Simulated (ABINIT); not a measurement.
# RbSnH3 (Pm-3m): zone-centre phonons, part 3 of 3

Which modes does RbSnH3 (Pm-3m) have at the zone centre?

ABINIT 10.8.3; DFT LDA, scalar-relativistic, plane waves, PseudoDojo norm-conserving pseudopotentials.

So far. Step 6 (Self-consistent run for the response): The cell stands at -0.52 GPa: the relaxation ran with a smoothed and higher cutoff, and the difference is a stress of the finite basis. Step 7 (Zone-centre response): The acoustic modes at Γ come out as far as 3.0 cm⁻¹ from zero, where they should vanish, a small numerical error. The lowest optical mode is imaginary, 1215i cm⁻¹, an instability at this level and on this k mesh. The relaxed cell has a = 4.284 Å (conventional setting).

The structure was built from a prototype and need not be the compound's stable phase.

### Step 8. Zone-centre analysis

anaddb reads the merged derivatives and imposes the acoustic sum rule.

Contents of anaddb.abi:

```
ddb_filepath "gamma_DDB"
output_file "anaddb.abo"
outdata_prefix "anaddb"
asr 1
chneut 1
enunit 2
eivec 1
nph1l 1
qph1l 0.0 0.0 0.0 1.0
```

Contents of mrgddb.in:

```
gamma_DDB
merged
2
dfpt_gammao_DDB
gso_DDB
```

On the command line:

```bash
> mrgddb < mrgddb.in > mrgddb.log
> OMP_NUM_THREADS=1 anaddb anaddb.abi > anaddb.log
```

anaddb.abo, the main output file:

```text
-outvars_anaddb: echo values of input variables ----------------------

 Miscellaneous information :
      enunit         2
       eivec         1
         asr         1
 First list of wavevector (reduced coord.) :
       nph1l         1
       qph1l
                     0.00000000E+00  0.00000000E+00  0.00000000E+00    1.000E+00

================================================================================

 read the DDB information and perform some checks

  ==== Info on the Cryst% object ====
 Real(R)+Recip(G) space primitive vectors, cartesian coordinates (Bohr,Bohr^-1):
 R(1)=  8.0965113  0.0000000  0.0000000  G(1)=  0.1235100  0.0000000  0.0000000
 R(2)=  0.0000000  8.0965113  0.0000000  G(2)=  0.0000000  0.1235100  0.0000000
 R(3)=  0.0000000  0.0000000  8.0965113  G(3)=  0.0000000  0.0000000  0.1235100
 Unit cell volume ucvol=  5.3075461E+02 bohr^3
 Angles (23,13,12)=  9.00000000E+01  9.00000000E+01  9.00000000E+01 degrees
 Time-reversal symmetry is present
 Reduced atomic positions [iatom, xred, symbol]:
    1)    0.0000000  0.0000000  0.0000000  Rb
    2)    0.5000000  0.5000000  0.5000000  Sn
    3)    0.5000000  0.5000000  0.0000000   H
    4)    0.5000000  0.0000000  0.5000000   H
    5)    0.0000000  0.5000000  0.5000000   H

 DDB file with 3 blocks has been read.

================================================================================

 Treat the first list of vectors

  Phonon wavevector (reduced coordinates) :  0.00000  0.00000  0.00000
 Phonon energies in Hartree :
  -5.534652E-03 -5.534652E-03 -5.534652E-03  0.000000E+00  0.000000E+00
   0.000000E+00  3.768623E-04  3.768623E-04  3.768623E-04  2.542579E-03
   2.542579E-03  2.542579E-03  2.628145E-03  2.628145E-03  2.628145E-03
 Phonon energies in meV     :
- -1.506055E+02 -1.506055E+02 -1.506055E+02  0.000000E+00  0.000000E+00
-  0.000000E+00  1.025495E+01  1.025495E+01  1.025495E+01  6.918709E+01
-  6.918709E+01  6.918709E+01  7.151546E+01  7.151546E+01  7.151546E+01
 Phonon frequencies in cm-1    :
- -1.214716E+03 -1.214716E+03 -1.214716E+03  0.000000E+00  0.000000E+00
-  0.000000E+00  8.271172E+01  8.271172E+01  8.271172E+01  5.580315E+02
-  5.580315E+02  5.580315E+02  5.768111E+02  5.768111E+02  5.768111E+02
 Phonon frequencies in Thz     :
- -3.641626E+01 -3.641626E+01 -3.641626E+01  0.000000E+00  0.000000E+00
-  0.000000E+00  2.479635E+00  2.479635E+00  2.479635E+00  1.672936E+01
-  1.672936E+01  1.672936E+01  1.729236E+01  1.729236E+01  1.729236E+01
 Phonon energies in Kelvin  :
- -1.747705E+03 -1.747705E+03 -1.747705E+03  0.000000E+00  0.000000E+00
-  0.000000E+00  1.190037E+02  1.190037E+02  1.190037E+02  8.028828E+02
-  8.028828E+02  8.028828E+02  8.299025E+02  8.299025E+02  8.299025E+02

 Eigendisplacements
 (will be given, for each mode : in cartesian coordinates
   for each atom the real part of the displacement vector,
   then the imaginary part of the displacement vector - absolute values smaller than 1.0d-7 are set to zero)
  Mode number    1   Energy   -5.534652E-03
 Attention : low frequency mode.
   (Could be unstable or acoustic mode)
-  1  4.97897049E-05  0.00000000E+00  0.00000000E+00
-     0.00000000E+00  0.00000000E+00  0.00000000E+00
-  2  1.54249594E-04  0.00000000E+00  0.00000000E+00
-     0.00000000E+00  0.00000000E+00  0.00000000E+00
-  3  4.33937769E-04  1.04497274E-07  0.00000000E+00
-     0.00000000E+00  0.00000000E+00  0.00000000E+00
-  4  4.33937769E-04 -5.60046045E-06  0.00000000E+00
-     0.00000000E+00  0.00000000E+00  0.00000000E+00
-  5 -2.32566000E-02  1.04497274E-07  0.00000000E+00
-     0.00000000E+00  0.00000000E+00  0.00000000E+00
  Mode number    2   Energy   -5.534652E-03
 Attention : low frequency mode.
   (Could be unstable or acoustic mode)
-  1  0.00000000E+00 -4.97897049E-05  0.00000000E+00
-     0.00000000E+00  0.00000000E+00  0.00000000E+00
-  2  0.00000000E+00 -1.54249594E-04  0.00000000E+00
-     0.00000000E+00  0.00000000E+00  0.00000000E+00
-  3  1.04497274E-07 -4.33937769E-04  0.00000000E+00
-     0.00000000E+00  0.00000000E+00  0.00000000E+00
-  4  1.04497274E-07  2.32566000E-02  0.00000000E+00
-     0.00000000E+00  0.00000000E+00  0.00000000E+00
-  5 -5.60046045E-06 -4.33937769E-04  0.00000000E+00
-     0.00000000E+00  0.00000000E+00  0.00000000E+00
  Mode number    3   Energy   -5.534652E-03
 Attention : low frequency mode.
   (Could be unstable or acoustic mode)
-  1  0.00000000E+00  0.00000000E+00  4.97897064E-05
-     0.00000000E+00  0.00000000E+00  0.00000000E+00
-  2  0.00000000E+00  0.00000000E+00  1.54249599E-04
-     0.00000000E+00  0.00000000E+00  0.00000000E+00
-  3  0.00000000E+00  0.00000000E+00 -2.32566007E-02
-     0.00000000E+00  0.00000000E+00  0.00000000E+00
-  4  0.00000000E+00  0.00000000E+00  4.33937781E-04
-     0.00000000E+00  0.00000000E+00  0.00000000E+00
-  5  0.00000000E+00  0.00000000E+00  4.33937781E-04
-     0.00000000E+00  0.00000000E+00  0.00000000E+00
  Mode number    4   Energy    0.000000E+00
 Attention : low frequency mode.
   (Could be unstable or acoustic mode)
-  1  0.00000000E+00  0.00000000E+00  1.62711655E-03
-     0.00000000E+00  0.00000000E+00  0.00000000E+00
-  2  0.00000000E+00  0.00000000E+00  1.62714640E-03
-     0.00000000E+00  0.00000000E+00  0.00000000E+00
-  3  0.00000000E+00  0.00000000E+00  1.62713438E-03
-     0.00000000E+00  0.00000000E+00  0.00000000E+00
-  4  0.00000000E+00  0.00000000E+00  1.62716484E-03
-     0.00000000E+00  0.00000000E+00  0.00000000E+00
-  5  0.00000000E+00  0.00000000E+00  1.62716484E-03
-     0.00000000E+00  0.00000000E+00  0.00000000E+00
  Mode number    5   Energy    0.000000E+00
 Attention : low frequency mode.
   (Could be unstable or acoustic mode)
-  1  2.31306250E-07 -1.62711653E-03  0.00000000E+00
-     0.00000000E+00  0.00000000E+00  0.00000000E+00
-  2  2.31310495E-07 -1.62714639E-03  0.00000000E+00
-     0.00000000E+00  0.00000000E+00  0.00000000E+00
-  3  2.31313116E-07 -1.62716482E-03  0.00000000E+00
-     0.00000000E+00  0.00000000E+00  0.00000000E+00
-  4  2.31313116E-07 -1.62713436E-03  0.00000000E+00
-     0.00000000E+00  0.00000000E+00  0.00000000E+00
-  5  2.31308785E-07 -1.62716482E-03  0.00000000E+00
-     0.00000000E+00  0.00000000E+00  0.00000000E+00
  Mode number    6   Energy    0.000000E+00
 Attention : low frequency mode.
   (Could be unstable or acoustic mode)
-  1  1.62711653E-03  2.31306550E-07  0.00000000E+00
-     0.00000000E+00  0.00000000E+00  0.00000000E+00
-  2  1.62714639E-03  2.31310794E-07  0.00000000E+00
-     0.00000000E+00  0.00000000E+00  0.00000000E+00
-  3  1.62716482E-03  2.31313415E-07  0.00000000E+00
-     0.00000000E+00  0.00000000E+00  0.00000000E+00
-  4  1.62716482E-03  2.31309085E-07  0.00000000E+00
-     0.00000000E+00  0.00000000E+00  0.00000000E+00
-  5  1.62713436E-03  2.31313415E-07  0.00000000E+00
-     0.00000000E+00  0.00000000E+00  0.00000000E+00
  Mode number    7   Energy    3.768623E-04
-  1  0.00000000E+00  0.00000000E+00 -1.94092980E-03
-     0.00000000E+00  0.00000000E+00  0.00000000E+00
-  2  0.00000000E+00  0.00000000E+00  1.37286907E-03
-     0.00000000E+00  0.00000000E+00  0.00000000E+00
-  3  0.00000000E+00  0.00000000E+00  7.59764336E-04
-     0.00000000E+00  0.00000000E+00  0.00000000E+00
-  4  0.00000000E+00  0.00000000E+00  1.06397848E-03
-     0.00000000E+00  0.00000000E+00  0.00000000E+00
-  5  0.00000000E+00  0.00000000E+00  1.06397848E-03
-     0.00000000E+00  0.00000000E+00  0.00000000E+00
  Mode number    8   Energy    3.768623E-04
-  1  1.72669199E-07  1.94092979E-03  0.00000000E+00
-     0.00000000E+00  0.00000000E+00  0.00000000E+00
-  2 -1.22133321E-07 -1.37286906E-03  0.00000000E+00
-     0.00000000E+00  0.00000000E+00  0.00000000E+00
-  3  0.00000000E+00 -1.06397848E-03  0.00000000E+00
-     0.00000000E+00  0.00000000E+00  0.00000000E+00
-  4  0.00000000E+00 -7.59764333E-04  0.00000000E+00
-     0.00000000E+00  0.00000000E+00  0.00000000E+00
-  5  0.00000000E+00 -1.06397848E-03  0.00000000E+00
-     0.00000000E+00  0.00000000E+00  0.00000000E+00
  Mode number    9   Energy    3.768623E-04
-  1  1.94092979E-03 -1.72669197E-07  0.00000000E+00
-     0.00000000E+00  0.00000000E+00  0.00000000E+00
-  2 -1.37286906E-03  1.22133320E-07  0.00000000E+00
-     0.00000000E+00  0.00000000E+00  0.00000000E+00
-  3 -1.06397848E-03  0.00000000E+00  0.00000000E+00
-     0.00000000E+00  0.00000000E+00  0.00000000E+00
-  4 -1.06397848E-03  0.00000000E+00  0.00000000E+00
-     0.00000000E+00  0.00000000E+00  0.00000000E+00
-  5 -7.59764333E-04  0.00000000E+00  0.00000000E+00
-     0.00000000E+00  0.00000000E+00  0.00000000E+00
  Mode number   10   Energy    2.542579E-03
-  1  0.00000000E+00  0.00000000E+00  0.00000000E+00
-     0.00000000E+00  0.00000000E+00  0.00000000E+00
-  2  0.00000000E+00  0.00000000E+00  0.00000000E+00
-     0.00000000E+00  0.00000000E+00  0.00000000E+00
-  3  0.00000000E+00  8.07136942E-07  0.00000000E+00
-     0.00000000E+00  0.00000000E+00  0.00000000E+00
-  4  0.00000000E+00  0.00000000E+00 -1.64963404E-02
-     0.00000000E+00  0.00000000E+00  0.00000000E+00
-  5  0.00000000E+00 -8.07136942E-07  1.64963404E-02
-     0.00000000E+00  0.00000000E+00  0.00000000E+00
  Mode number   11   Energy    2.542579E-03
-  1  0.00000000E+00  0.00000000E+00  0.00000000E+00
-     0.00000000E+00  0.00000000E+00  0.00000000E+00
-  2  0.00000000E+00  0.00000000E+00  0.00000000E+00
-     0.00000000E+00  0.00000000E+00  0.00000000E+00
-  3  9.95001145E-07  1.64963404E-02  0.00000000E+00
-     0.00000000E+00  0.00000000E+00  0.00000000E+00
-  4 -9.95001145E-07  0.00000000E+00  8.07136946E-07
-     0.00000000E+00  0.00000000E+00  0.00000000E+00
-  5  0.00000000E+00 -1.64963404E-02 -8.07136946E-07
-     0.00000000E+00  0.00000000E+00  0.00000000E+00
  Mode number   12   Energy    2.542579E-03
-  1  0.00000000E+00  0.00000000E+00  0.00000000E+00
-     0.00000000E+00  0.00000000E+00  0.00000000E+00
-  2  0.00000000E+00  0.00000000E+00  0.00000000E+00
-     0.00000000E+00  0.00000000E+00  0.00000000E+00
-  3  1.64963404E-02 -9.95001149E-07  0.00000000E+00
-     0.00000000E+00  0.00000000E+00  0.00000000E+00
-  4 -1.64963404E-02  0.00000000E+00  0.00000000E+00
-     0.00000000E+00  0.00000000E+00  0.00000000E+00
-  5  0.00000000E+00  9.95001149E-07  0.00000000E+00
-     0.00000000E+00  0.00000000E+00  0.00000000E+00
  Mode number   13   Energy    2.628145E-03
-  1  0.00000000E+00  0.00000000E+00  3.68892655E-05
-     0.00000000E+00  0.00000000E+00  0.00000000E+00
-  2  0.00000000E+00  0.00000000E+00  2.54968725E-04
-     0.00000000E+00  0.00000000E+00  0.00000000E+00
-  3  0.00000000E+00 -7.82172616E-07 -4.05231999E-04
-     0.00000000E+00  0.00000000E+00  0.00000000E+00
-  4  0.00000000E+00  0.00000000E+00 -1.63756291E-02
-     0.00000000E+00  0.00000000E+00  0.00000000E+00
-  5  0.00000000E+00 -7.82172616E-07 -1.63756291E-02
-     0.00000000E+00  0.00000000E+00  0.00000000E+00
  Mode number   14   Energy    2.628145E-03
-  1  0.00000000E+00  3.68892653E-05  0.00000000E+00
-     0.00000000E+00  0.00000000E+00  0.00000000E+00
-  2  0.00000000E+00  2.54968724E-04  0.00000000E+00
-     0.00000000E+00  0.00000000E+00  0.00000000E+00
-  3 -1.40390729E-06 -1.63756291E-02  0.00000000E+00
-     0.00000000E+00  0.00000000E+00  0.00000000E+00
-  4 -1.40390729E-06 -4.05231997E-04  7.82174087E-07
-     0.00000000E+00  0.00000000E+00  0.00000000E+00
-  5  0.00000000E+00 -1.63756291E-02  7.82174087E-07
-     0.00000000E+00  0.00000000E+00  0.00000000E+00
  Mode number   15   Energy    2.628145E-03
-  1  3.68892654E-05  0.00000000E+00  0.00000000E+00
-     0.00000000E+00  0.00000000E+00  0.00000000E+00
-  2  2.54968724E-04  0.00000000E+00  0.00000000E+00
-     0.00000000E+00  0.00000000E+00  0.00000000E+00
-  3 -1.63756291E-02  1.40390811E-06  0.00000000E+00
-     0.00000000E+00  0.00000000E+00  0.00000000E+00
-  4 -1.63756291E-02  0.00000000E+00  0.00000000E+00
-     0.00000000E+00  0.00000000E+00  0.00000000E+00
-  5 -4.05231998E-04  1.40390811E-06  0.00000000E+00
-     0.00000000E+00  0.00000000E+00  0.00000000E+00

 Analysis of degeneracies and characters (maximum tolerance=1.00E-06 a.u.)
 For each vibration mode, or group of modes if degenerate,
 the characters are given for each symmetry operation (see the list in the log file).
 Symmetry characters of vibration mode #   1
       degenerate with vibration modes #   2 to    3
  3.0 -3.0 -1.0  1.0 -1.0  1.0 -1.0  1.0  1.0 -1.0 -1.0  1.0  1.0 -1.0 -1.0  1.0
  0.0 -0.0 -0.0  0.0 -0.0  0.0  0.0 -0.0  1.0 -1.0 -1.0  1.0 -1.0  1.0  1.0 -1.0
  0.0 -0.0 -0.0  0.0  0.0 -0.0 -0.0  0.0  1.0 -1.0  1.0 -1.0 -1.0  1.0 -1.0  1.0
 Symmetry characters of vibration mode #   4
       degenerate with vibration modes #   5 to    6
  3.0 -3.0 -1.0  1.0 -1.0  1.0 -1.0  1.0  1.0 -1.0 -1.0  1.0  1.0 -1.0 -1.0  1.0
  0.0 -0.0  0.0 -0.0 -0.0  0.0 -0.0  0.0  1.0 -1.0 -1.0  1.0 -1.0  1.0  1.0 -1.0
  0.0 -0.0 -0.0  0.0 -0.0  0.0  0.0 -0.0  1.0 -1.0  1.0 -1.0 -1.0  1.0 -1.0  1.0
 Symmetry characters of vibration mode #   7
       degenerate with vibration modes #   8 to    9
  3.0 -3.0 -1.0  1.0 -1.0  1.0 -1.0  1.0  1.0 -1.0 -1.0  1.0  1.0 -1.0 -1.0  1.0
 -0.0  0.0 -0.0  0.0  0.0 -0.0  0.0 -0.0  1.0 -1.0 -1.0  1.0 -1.0  1.0  1.0 -1.0
 -0.0  0.0  0.0 -0.0  0.0 -0.0 -0.0  0.0  1.0 -1.0  1.0 -1.0 -1.0  1.0 -1.0  1.0
 Symmetry characters of vibration mode #  10
       degenerate with vibration modes #  11 to   12
  3.0 -3.0 -1.0  1.0 -1.0  1.0 -1.0  1.0 -1.0  1.0  1.0 -1.0 -1.0  1.0  1.0 -1.0
  0.0 -0.0  0.0 -0.0 -0.0  0.0 -0.0  0.0 -1.0  1.0  1.0 -1.0  1.0 -1.0 -1.0  1.0
  0.0 -0.0 -0.0  0.0 -0.0  0.0  0.0 -0.0 -1.0  1.0 -1.0  1.0  1.0 -1.0  1.0 -1.0
 Symmetry characters of vibration mode #  13
       degenerate with vibration modes #  14 to   15
  3.0 -3.0 -1.0  1.0 -1.0  1.0 -1.0  1.0  1.0 -1.0 -1.0  1.0  1.0 -1.0 -1.0  1.0
 -0.0  0.0 -0.0  0.0  0.0 -0.0  0.0 -0.0  1.0 -1.0 -1.0  1.0 -1.0  1.0  1.0 -1.0
 -0.0  0.0  0.0 -0.0  0.0 -0.0 -0.0  0.0  1.0 -1.0  1.0 -1.0 -1.0  1.0 -1.0  1.0
-
```

It took 0.51 s on 1 thread of Arm Neoverse V1, shared host.

No LO-TO term; unit eigenvectors of the mass-weighted matrix, from anaddb's displacements. The modes at Γ (shares of kinetic energy by element, %) (negative means imaginary):

```
mode  frequency (cm⁻¹)  symmetry  Rb %  Sn %  H %
   1           -1214.7       T1u     0     1   99
   2           -1214.7       T1u     0     1   99
   3           -1214.7       T1u     0     1   99
   4               0.0  acoustic    41    57    1
   5               0.0  acoustic    41    57    1
   6               0.0  acoustic    41    57    1
   7              82.7       T1u    59    41    1
   8              82.7       T1u    59    41    1
   9              82.7       T1u    59    41    1
  10             558.0       T2u     0     0  100
  11             558.0       T2u     0     0  100
  12             558.0       T2u     0     0  100
  13             576.8       T1u     0     1   99
  14             576.8       T1u     0     1   99
  15             576.8       T1u     0     1   99
```

Displacements in mode 3 (-1214.7 cm⁻¹), the largest set to 1:
```
Rb1  0.00  0.00  0.00
Sn2  0.00  0.00  0.01
H3   0.00  0.00 -1.00
H4   0.00  0.00  0.02
H5   0.00  0.00  0.02
```

Displacements in mode 13 (576.8 cm⁻¹), the largest set to 1:
```
Rb1  0.00  0.00  0.00
Sn2  0.00  0.00  0.02
H3   0.00  0.00 -0.02
H4   0.00  0.00 -1.00
H5   0.00  0.00 -1.00
```

The rule moves no optical mode by more than 0.2 cm⁻¹.

### Step 9. Results

```yaml
space_group_after_relaxation: Pm-3m
volume_per_atom: 15.7 Å³
highest_optical_zone_centre_mode_no_lo_to_term: 576.8 cm⁻¹
lowest_optical_zone_centre_mode: -1215 cm⁻¹
imaginary_optical_modes_at_the_zone_centre_no_q_mesh_in_this_session: yes
```

At the LDA level the optical modes of RbSnH3 (Pm-3m) at the zone centre run from 1215i to 577 cm⁻¹, so the structure is a saddle point, with 3 modes beyond 10i cm⁻¹ there. The base run prints -0.52 GPa, mostly the error of a finite basis; the relaxation, with a smoothed and higher cutoff, had brought the cell to rest. These are harmonic frequencies at zero temperature: anharmonic shifts and linewidths and thermal expansion are left out. In a metal the frequencies hang on the k mesh and the smearing, most of all near Kohn anomalies. The structure is a hypothetical one, built on a prototype.

[Host names and launcher messages were left out of these logs when they were recorded.]

[Logs are printed without paths, hosts, clocks, repeated set-up lines and the standing remarks that a program may print on its own settings, such as how far it seeks lower states.]

[Hosts, paths, dates, database ids (printed as entryN), source tags and the programs' standing remarks are cut or masked in the printed files.]
